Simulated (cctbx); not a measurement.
# Accept or mend?

Cell a = 6.6470 Å, b = 7.0000 Å, c = 10.5050 Å, α = 90.00°, β = 127.67°, γ = 90.00°; space group Pc (no. 7). The compound is Li2TiTe4Mo.

Simulated single-crystal data (cctbx): Cu Kα, λ = 1.54184 Å, to d = 0.8 Å, 50 % of the full sphere, strongest reflection 20000 counts, noise from counting, a 3 % proportional error and a noise floor of 4 counts (s.d.); no absorption.

An anisotropic refinement with weights 1/σ² prints:

```text
Rint 0.019, 143 unique reflections to 1.60 A
cycle     R1     wR2    GooF  max shift (A)
   1  0.0188  0.0503   1.468   0.01108
  12  0.0143  0.0356   1.041   0.01006
final R1 0.0143 wR2 0.0356 GooF 1.040  parameters 72  data/parameter 2.0
atom        x        y        z      Ueq    occ   su(xyz)  su(Uiso or U11)
Te1    0.51265  0.82440  0.27338   0.0067  1.000  0.00108  0.0058
Te2    0.25913  0.67376  0.52534   0.0095  1.000  0.00100  0.0049  NPD
Te3    0.77133  0.66384  0.03375   0.0103  1.000  0.00101  0.0047
Te4    0.00674  0.16629  0.27282   0.0086  1.000  0.00098  0.0055
Mo1    0.87752  0.83200  0.27155   0.0067  1.000  0.00271  0.0070  NPD
Ti1    0.63201  0.32789  0.01978   0.0025  1.000  0.00579  0.0253  NPD
Li1    0.13805  0.67659  0.00781   0.1804  1.000  0.04382  0.1942  NPD
Li2    0.39661  0.15533  0.27241  -0.0391  1.000  0.05392  0.1194  NPD
difference map: max 0.29 min -0.27 rms 0.07
Q1    0.4959  0.5004  0.0216    2    0.29  1.52 A from Ti1
Q2    0.7301  0.0022  0.0090    2    0.29  2.31 A from Te1
Q3    0.2338  0.9971  0.2685    2    0.26  1.53 A from Li2
Q4    0.9785  0.5017  0.0176    2    0.25  1.66 A from Li1
Q5    0.5338  0.5080  0.3038    2    0.23  2.23 A from Te1
Q6    0.7573  0.0007  0.2770    2    0.21  1.45 A from Mo1
```

Q: Accept it or mend it, and why?

Mend it. The fault: data cut at low resolution. Against the right model at the same level, R1 goes from 0.0227 to 0.0143 and GooF from 0.97 to 1.04 and Te2, Mo1, Ti1, Li1 and Li2 go non-positive-definite. The atoms are right, but there are too few data for the parameters: R1 flatters and the s.u.s grow. Data per parameter fall from 16 to 2. The fit had not settled when the cycles ran out.

The compound is Li2TiTe4Mo. The right model at the same level gives:

```text
Rint 0.026, 1149 unique reflections to 0.80 A
cycle     R1     wR2    GooF  max shift (A)
   1  0.0264  0.0671   1.143   0.02045
   8  0.0227  0.0571   0.972   0.00970
final R1 0.0227 wR2 0.0571 GooF 0.972  parameters 72  data/parameter 16.0
atom        x        y        z      Ueq    occ   su(xyz)  su(Uiso or U11)
Te1    0.51250  0.82446  0.27282   0.0104  1.000  0.00017  0.0004
Te2    0.25984  0.67417  0.52534   0.0098  1.000  0.00013  0.0005
Te3    0.77010  0.66341  0.03384   0.0100  1.000  0.00014  0.0004
Te4    0.00659  0.16648  0.27259   0.0090  1.000  0.00014  0.0004
Mo1    0.87877  0.83246  0.27226   0.0096  1.000  0.00042  0.0004
Ti1    0.63234  0.32855  0.02064   0.0114  1.000  0.00084  0.0015
Li1    0.12978  0.66527  0.02545   0.0825  1.000  0.01061  0.0261
Li2    0.38847  0.16331  0.27716   0.0214  1.000  0.01486  0.0134
Flack x: -0.03(2)
Hooft y: -0.032(22)  Bijvoet pairs: 419
difference map: max 0.75 min -0.93 rms 0.21
Q1    0.9291  0.1657  0.7155    2    0.77  0.84 A from Mo1
Q2    0.7565  0.4885  0.1321    2    0.76  1.46 A from Ti1
Q3    0.7226  0.0252  0.0337    2    0.76  2.19 A from Ti1
Q4    0.3590  0.0836  0.7150    2    0.72  1.03 A from Te1
Q5    0.2701  0.3529  0.8731    2    0.71  1.65 A from Te2
Q6    0.4638  0.2727  0.8840    2    0.71  1.23 A from Ti1
```

Isotropic U is held between 0.0001 and 1 Å² by the program, and listed peak heights are interpolated, so they can pass the grid's maximum.

The model is made up (kin elements in a known structure type, no relaxation), so it says nothing on whether the phase exists.

[Middle refinement cycles are left out of these outputs.]

[Logs are printed without paths, hosts, clocks, repeated set-up lines and the standing remarks that a program may print on its own settings, such as how far it seeks lower states.]
